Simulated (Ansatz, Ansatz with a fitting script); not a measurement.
Planning a run of Ansatz 0.2.0 on LiBH4 (P-1). The input:

```yaml
crystal:
  lattice:
    - [4.3934957141, 0.0049798382, 0.0044897236]
    - [0.0047041698, 4.7891835909, -0.1282838073]
    - [-0.0058801216, -0.1817493349, 4.6249657411]
  atoms:
    - { symbol: Li, position: [0.9975871785, 0.1804965762, 0.0141088035] }
    - { symbol: Li, position: [0.4975698933, 0.3196807956, 0.4894558708] }
    - { symbol: B, position: [0.4971542572, 0.4481506282, -0.0029307774] }
    - { symbol: B, position: [0.9979982517, 0.0520687244, 0.5064933676] }
    - { symbol: H, position: [-0.0018969556, 0.8934306382, 0.7002699552] }
    - { symbol: H, position: [0.2233744032, 0.0035807164, 0.3571437433] }
    - { symbol: H, position: [0.9972826038, 0.2990229448, 0.5969345788] }
    - { symbol: H, position: [0.4978518537, 0.201194128, 0.906640382] }
    - { symbol: H, position: [0.2717974217, 0.496639502, 0.1464487467] }
    - { symbol: H, position: [0.7218856485, 0.4967500251, 0.1471066906] }
    - { symbol: H, position: [0.4970176574, 0.6067909379, 0.8032944361] }
    - { symbol: H, position: [0.7732767867, 1.0034883832, 0.3564332028] }
kpoints:
  mp_grid: { grid: [4, 4, 4] }
hamiltonian:
  xc: pbesol
  pseudopotentials: { kind: nc, xc_functional: pbe }
scf:
  occupations: { method: fixed }
  lower_state_search: "off"
  convergence: { dr2_threshold: 1.0e-09 }
output:
  rpa_energy:
    ecut_chi_ladder: [180, 210, 240, 270, 300]
    long_wavelength: optical_limit
    n_empty_bands: 405
basis:
  ecutwfc: 1116.0
  xc_grid: 3
```

```sh
ansatz run input.yaml --threads 32 --pin off --max-ram 82944MiB --backend cuda --events-out ev --progress --plain --runs-dir out --devices 1 --max-vram 78GiB
```

**Question.** How long will it take on 1 × NVIDIA GB200 (shared by 2 runs) with 32 threads of Arm Neoverse V2, shared host, and how much memory?

It took 3.2 min; on shared hardware allow 95 s to 6.3 min. Peak host memory was 4.9 GiB.

[Paths, hosts, dates, memory and timing lines, banners, echoed tables and standing remarks are left out of the program output.]

[Logs are printed without paths, hosts, clocks, repeated set-up lines and the standing remarks that a program may print on its own settings, such as how far it seeks lower states.]

[Runs of the session that timed out or met a known fault of the program may be left out.]

[Hosts, paths, dates, database ids (printed as entryN), source tags and the programs' standing remarks are cut or masked in the printed files.]
